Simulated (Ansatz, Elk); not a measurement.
## RbNbS3: X-ray structure factors from the self-consistent density

Structure refinements treat a crystal as free atoms side by side. For a made-up structure of RbNbS3 (cell and positions from a r2SCAN relaxation) the runs below show what the calculated density changes in F(hkl).

Main program and level: Elk 11.2.3 (patched build); DFT, PBE, all-electron APW+lo, Dirac cores, scalar-relativistic bands, static density, no spin.

The structure was built from a prototype and need not be the compound's stable phase.

### 1. The starting structure

It takes space group Pm-3m (No. 221, cubic). The conventional cell has a = 4.880 Å, b = 4.880 Å, c = 4.880 Å, α = 90.00°, β = 90.00°, γ = 90.00°. Nearest to Nb lie 6 S at 2.44 Å. Nearest to Rb lie 12 S at 3.45 Å. Nearest to S lie 2 Nb at 2.44 Å and 4 Rb at 3.45 Å. Farther neighbours and most contacts between anions are not listed.

Structure file:

```cif
data_structure
_symmetry_space_group_name_H-M 'P 1'
_symmetry_Int_Tables_number 1
_cell_length_a 4.8803
_cell_length_b 4.8803
_cell_length_c 4.8803
_cell_angle_alpha 90.000
_cell_angle_beta 90.000
_cell_angle_gamma 90.000
_cell_volume 116.24
loop_
_atom_site_label
_atom_site_type_symbol
_atom_site_fract_x
_atom_site_fract_y
_atom_site_fract_z
_atom_site_occupancy
Nb1 Nb 0.00000 0.00000 0.00000 1
Rb2 Rb 0.50000 0.50000 0.50000 1
S3 S 0.00000 0.00000 0.50000 1
S4 S 0.00000 0.50000 0.00000 1
S5 S 0.50000 0.00000 0.00000 1
```

### 2. Ground state and structure factors

An all-electron density is needed, since X-rays see the cores too. Task 0 finds the density and task 195 Fourier-transforms it; tshift is off so that phases refer to the origin typed.

The input, elk.in:

```
tasks
  0
  195

xctype
  20

spinpol
  .false.

rgkmax
  7.0

gmaxvr
  14.0

lmaxo
  7

lmaxapw
  8

swidth
  0.002

tshift
  .false.

hmaxvr
  5.5

maxscl
  120

epspot
  1e-06

sppath
  './'

avec
  9.22251387177 0.00000000000 0.00000000000
  0.00000000000 9.22251387177 -0.00000000000
  -0.00000000000 -0.00000000000 9.22251387177

atoms
  3
  'Nb.in'
  1
  0.0000000000 -0.0000000000 0.0000000000   0.000000 0.000000 0.000000
  'Rb.in'
  1
  0.5000000000 0.5000000000 0.5000000000   0.000000 0.000000 0.000000
  'S.in'
  3
  -0.0000000000 0.0000000000 0.5000000000   0.000000 0.000000 0.000000
  -0.0000000000 0.5000000000 -0.0000000000   0.000000 0.000000 0.000000
  0.5000000000 0.0000000000 -0.0000000000   0.000000 0.000000 0.000000

ngridk
  5 5 5
```

Command:

```bash
> OMP_NUM_THREADS=4 elk
```

Numbers of over 12 decimals in the logs are rounded to 6 here.

The program printed:

```text
┌─────────────────────────┐
│ Elk code version 11.2.3 │
└─────────────────────────┘

All units are atomic (Hartree, Bohr, etc.)

┌─────────────────────────────────────────────────┐
│ Ground-state run starting from atomic densities │
└─────────────────────────────────────────────────┘

Lattice vectors :
   9.222513872       0.000000000       0.000000000
   0.000000000       9.222513872      -0.000000000
  -0.000000000      -0.000000000       9.222513872

Reciprocal lattice vectors :
  0.6812877047       0.000000000       0.000000000
  -0.000000000      0.6812877047       0.000000000
  -0.000000000       0.000000000      0.6812877047

Unit cell volume      :    784.4187235
Brillouin zone volume :   0.3162216888

Muffin-tin inner radius fraction :   0.1000000000E-01

Nuclei treated as point charges

Species : 1 (Nb)
 parameters loaded from : Nb.in
 name : niobium
 nuclear charge    :   -41.00000000
 electronic charge :    41.00000000
 atomic mass :    169357.9704
 muffin-tin radius :    2.470680840
 number of radial points in muffin-tin :   1193
 inner part over the whole radius :   0.9946643303E-02
 number on inner part of muffin-tin    :    847
 approximate nuclear radius :   0.8268951942E-04
 number of mesh points to nuclear radius :    420
 atomic positions (lattice), magnetic fields (Cartesian) :
  1 :   0.00000000  0.00000000  0.00000000    0.00000000  0.00000000  0.00000000

Species : 2 (Rb)
 parameters loaded from : Rb.in
 name : rubidium
 nuclear charge    :   -37.00000000
 electronic charge :    37.00000000
 atomic mass :    155798.2686
 muffin-tin radius :    2.600000000
 number of radial points in muffin-tin :   1193
 inner part over the whole radius :   0.9947532429E-02
 number on inner part of muffin-tin    :    847
 approximate nuclear radius :   0.7999050501E-04
 number of mesh points to nuclear radius :    413
 atomic positions (lattice), magnetic fields (Cartesian) :
  1 :   0.50000000  0.50000000  0.50000000    0.00000000  0.00000000  0.00000000

Species : 3 (S)
 parameters loaded from : S.in
 name : sulphur
 nuclear charge    :   -16.00000000
 electronic charge :    16.00000000
 atomic mass :    58450.91931
 muffin-tin radius :    2.090576096
 number of radial points in muffin-tin :    793
 inner part over the whole radius :   0.9852505228E-02
 number on inner part of muffin-tin    :    553
 approximate nuclear radius :   0.6195814986E-04
 number of mesh points to nuclear radius :    251
 atomic positions (lattice), magnetic fields (Cartesian) :
  1 :   0.00000000  0.00000000  0.50000000    0.00000000  0.00000000  0.00000000
  2 :   0.00000000  0.50000000  0.00000000    0.00000000  0.00000000  0.00000000
  3 :   0.50000000  0.00000000  0.00000000    0.00000000  0.00000000  0.00000000

Total number of atoms per unit cell :    5
Total muffin-tin volume :    251.6136276
 ratio of muffin-tin to unit cell volume :   0.3207644337

Spin treatment :
 spin-unpolarised

Number of Bravais lattice symmetries :   48
Number of crystal symmetries         :   48
Crystal has inversion symmetry
Real symmetric eigensolver will be used

k-point grid :      5     5     5
k-point offset :    0.000000000       0.000000000       0.000000000
k-point set is reduced with full crystal symmetry group
Total number of k-points :       10

Muffin-tin radius times maximum |G+k| :    7.000000000
 using average radius
Maximum |G+k| for APW functions       :    3.085764198
Maximum (1/2)|G+k|²                   :    4.760970342
Maximum |G| for potential and density :    14.00000000
Constant for pseudocharge density :    9
 order of it for each species :   16  16  16
 order of it for pair densities of each species (exact exchange by exxq0 0: 17) :   12  13   8
Radial integration step length :    1

G-vector grid sizes :     42    42    42
Number of G-vectors :    36377

Maximum angular momentum used for
 APW functions            :    8
 outer part of muffin-tin :    7
 inner part of muffin-tin :    2

Total nuclear charge    :   -126.0000000
[...]
correlation                 :     -5.822500
 electron entropic           :    -0.73757073910591E-07
 total energy                :     -8000.8504674024

Density of states at Fermi energy :   0.1360650300E-02
 (states/Hartree/unit cell)

Estimated indirect band gap :   0.4746323790E-01
 from k-point 10 to k-point 1
Estimated direct band gap   :   0.6232111971E-01
 at k-point 1

Charges :
 core                        :    86.00000000
 valence                     :    40.00000000
 interstitial                :    9.256786596
 muffin-tins (core leakage)
  species : 1 (Nb)
   atom 1                    :    37.62086969     (  0.2313505551E-05)
  species : 2 (Rb)
[...]
species : 3 (S)
[...]
total in muffin-tins        :    116.7432134
 total calculated charge     :    125.9981989
 total charge                :    126.0000000
 error                       :   0.1801109599E-02

RMS change in Kohn-Sham potential (target) :   0.4168232345     (  0.1000000000E-05)
Absolute change in total energy (target)   :   0.2517947978     (  0.1000000000E-03)

[... loops 3 to 14 left out ...]

┌──────────────────┐
│ Loop number : 15 │
└──────────────────┘

Energies :
 Fermi                       :     0.176801
 sum of occupied eigenvalues :     -4689.4572756402
 electron kinetic            :      8223.2806527211
 core electron kinetic       :      8063.7726420347
 Coulomb                     :     -15926.090827020
 Coulomb potential           :     -12526.706869856
 nuclear-nuclear             :     -900.36918605557
 electron-nuclear            :     -17540.775852159
 Hartree                     :      2515.0542111946
 Madelung                    :     -9662.7373920924
 xc potential                :     -386.03105850566
 exchange                    :     -291.06203518604
 correlation                 :     -5.841887
 electron entropic           :    -0.99210146416289E-03
 total energy                :     -7999.7150882126

Density of states at Fermi energy :    81.11066358
 (states/Hartree/unit cell)

Estimated indirect band gap :   0.2719770115E-02
 from k-point 9 to k-point 10
Estimated direct band gap   :   0.4594236660E-02
 at k-point 10

Charges :
 core                        :    86.00000000
 valence                     :    40.00000000
 interstitial                :    9.162658548
 muffin-tins (core leakage)
  species : 1 (Nb)
[...]
species : 2 (Rb)
[...]
species : 3 (S)
[...]
total in muffin-tins        :    116.8373415
 total calculated charge     :    125.9986266
 total charge                :    126.0000000
 error                       :   0.1373438570E-02

RMS change in Kohn-Sham potential (target) :   0.3622171101E-06 (  0.1000000000E-05)
Absolute change in total energy (target)   :   0.2913658773E-04 (  0.1000000000E-03)

Convergence targets achieved

┌──────────────────┐
│ Loop number : 16 │
└──────────────────┘

Energies :
 Fermi                       :     0.176801
 sum of occupied eigenvalues :     -4689.4572591690
 electron kinetic            :      8223.2806582784
 core electron kinetic       :      8063.7726481188
 Coulomb                     :     -15926.090818504
 Coulomb potential           :     -12526.706868474
 nuclear-nuclear             :     -900.36918605557
 electron-nuclear            :     -17540.775835638
 Hartree                     :      2515.0542031895
 Madelung                    :     -9662.7373842667
 xc potential                :     -386.03104897296
 exchange                    :     -291.06203482690
 correlation                 :     -5.841887
 electron entropic           :    -0.99210164256362E-03
 total energy                :     -7999.7150737604

Density of states at Fermi energy :    81.11068086
 (states/Hartree/unit cell)

Estimated indirect band gap :   0.2719767623E-02
 from k-point 9 to k-point 10
Estimated direct band gap   :   0.4594232313E-02
 at k-point 10

Charges :
 core                        :    86.00000000
 valence                     :    40.00000000
 interstitial                :    9.162657608
 muffin-tins (core leakage)
  species : 1 (Nb)
[...]
species : 2 (Rb)
[...]
species : 3 (S)
   atom 1                    :    14.21843255     (  0.1461307731E-03)
   atom 2                    :    14.21843255     (  0.1461307731E-03)
   atom 3                    :    14.21843255     (  0.1461307731E-03)
 total in muffin-tins        :    116.8373424
 total calculated charge     :    125.9986266
 total charge                :    126.0000000
 error                       :   0.1373438852E-02

┌──────────────────────────────┐
│ Self-consistent loop stopped │
└──────────────────────────────┘

Warning : core states of species 3 leak from the muffin-tin :   0.1461307731E-03

Wrote STATE.OUT
```

Wall time 22 s (4 threads of Arm Neoverse V2, shared host); peak memory 0.2 GiB.

SFACRHO.OUT:

```text

h k l indices transformed by vhmat matrix:
   1.000000000       0.000000000       0.000000000    
   0.000000000       1.000000000       0.000000000    
   0.000000000       0.000000000       1.000000000    

      h      k      l  multipl.   |H|            Re(F)            Im(F)           |F|

      0      0      0      1   0.0000000       126.00000     -0.66540965E-16   126.00000    
      0      0      1      6  0.68128770       17.706002      0.25075387E-13   17.706002    
      0     -1      1     12  0.96348631       53.907058      0.66193497E-14   53.907058    
     -1     -1     -1      8   1.1800249      -32.907185     -0.81976238E-13   32.907185    
      0      0     -2      6   1.3625754       94.092336      0.44513956E-13   94.092336    
     -1     -2      0     24   1.5234056       12.996724     -0.54093760E-13   12.996724    
     -2      1      1     24   1.6688072       46.846760      0.15944673E-13   46.846760    
     -2      2      0     12   1.9269726       81.152071     -0.10935414E-13   81.152071    
     -2      1     -2     24   2.0438631       11.349804      0.15878289E-13   11.349804    
     -3      0      0      6   2.0438631       11.716082     -0.13378459E-13   11.716082    
      0      3     -1     24   2.1544209       42.590087     -0.75386371E-14   42.590087    
      3     -1      1     24   2.2595757      -22.865164      0.12233119E-13   22.865164    
      2      2      2      8   2.3600498       73.776013     -0.12872634E-12   73.776013    
      0      3     -2     24   2.4564178       10.556321      0.53044294E-14   10.556321    
     -3      1      2     48   2.5491452       39.127111     -0.18010761E-13   39.127111    
      4      0      0      6   2.7251508       68.815815     -0.66834734E-13   68.815815    
     -1      0      4     24   2.8090212       9.8721289     -0.14097165E-13   9.8721289    
      2     -3     -2     24   2.8090212       9.8268907     -0.10508500E-13   9.8268907
```

Elk indexes on the primitive cell of elk.in and gives |H| = 4π sin θ/λ in inverse bohr. Below, one row stands for each form hkl of the conventional cell (m members, Friedel mates merged), F is for one primitive cell and the density is static (no thermal factor). Free-atom factors are Waasmaier and Kirfel's, and R is Σm||F|−|F'||/Σm|F|.

| hkl | m | sin θ/λ (Å⁻¹) | abs F, DFT | neutral atoms | diff. |
| --- | --- | --- | --- | --- | --- |
| 100 | 6 | 0.102 | 17.706 | 17.793 | -0.087 |
| 110 | 12 | 0.145 | 53.907 | 54.337 | -0.429 |
| 111 | 8 | 0.177 | 32.907 | 32.198 | +0.709 |
| 200 | 6 | 0.205 | 94.092 | 94.136 | -0.044 |
| 210 | 24 | 0.229 | 12.997 | 13.220 | -0.223 |
| 211 | 24 | 0.251 | 46.847 | 47.066 | -0.219 |
| 220 | 12 | 0.290 | 81.152 | 81.291 | -0.139 |
| 221 | 24 | 0.307 | 11.350 | 11.452 | -0.102 |
| 300 | 6 | 0.307 | 11.716 | 11.452 | +0.264 |
| 310 | 24 | 0.324 | 42.590 | 42.349 | +0.241 |
| 311 | 24 | 0.340 | 22.865 | 23.116 | -0.251 |
| 222 | 8 | 0.355 | 73.776 | 73.808 | -0.032 |
| 320 | 24 | 0.369 | 10.556 | 10.396 | +0.160 |
| 321 | 48 | 0.383 | 39.127 | 38.986 | +0.141 |
| 400 | 6 | 0.410 | 68.816 | 68.707 | +0.109 |
| 410 | 24 | 0.422 | 9.872 | 9.704 | +0.168 |
| 322 | 24 | 0.422 | 9.827 | 9.704 | +0.122 |
| 330 | 12 | 0.435 | 36.590 | 36.467 | +0.123 |
| 411 | 24 | 0.435 | 36.604 | 36.467 | +0.137 |
| 331 | 24 | 0.447 | 20.159 | 20.347 | -0.187 |
| 420 | 24 | 0.458 | 64.857 | 64.830 | +0.027 |
| 421 | 48 | 0.469 | 9.325 | 9.223 | +0.102 |

### 3. Outcome

```
R against neutral atoms, sin θ/λ < 0.3 Å⁻¹ : 0.60 %
R against neutral atoms, 0.3 to 0.83 Å⁻¹   : 0.29 %
```

What this shows: Independent neutral atoms miss the calculated amplitudes by R = 0.60 % below 0.3 Å⁻¹ and 0.29 % from there to 0.83 Å⁻¹; by shells, 0.75 % below 0.15 Å⁻¹ (2 forms), 0.56 % 0.15 to 0.3 (5 forms), 0.60 % 0.3 to 0.45 (13 forms), 0.24 % above 0.45 (62 forms). Bonding, aspherical density and the tables' own atoms all enter these figures, and the runs don't part them. The largest change of an amplitude is +0.71 electrons, at 111. The basis has no finished test. The k-mesh has no finished test. These runs have no spin, though d or f shells may be open. Part of the difference isn't bonding: the tables are fits to free atoms and ions calculated by other methods than this functional. Thermal motion, anomalous dispersion and extinction are left out.

[Logs are printed without paths, hosts, clocks, repeated set-up lines and the standing remarks that a program may print on its own settings, such as how far it seeks lower states.]

[Hosts, paths, dates, database ids (printed as entryN), source tags and the programs' standing remarks are cut or masked in the printed files.]
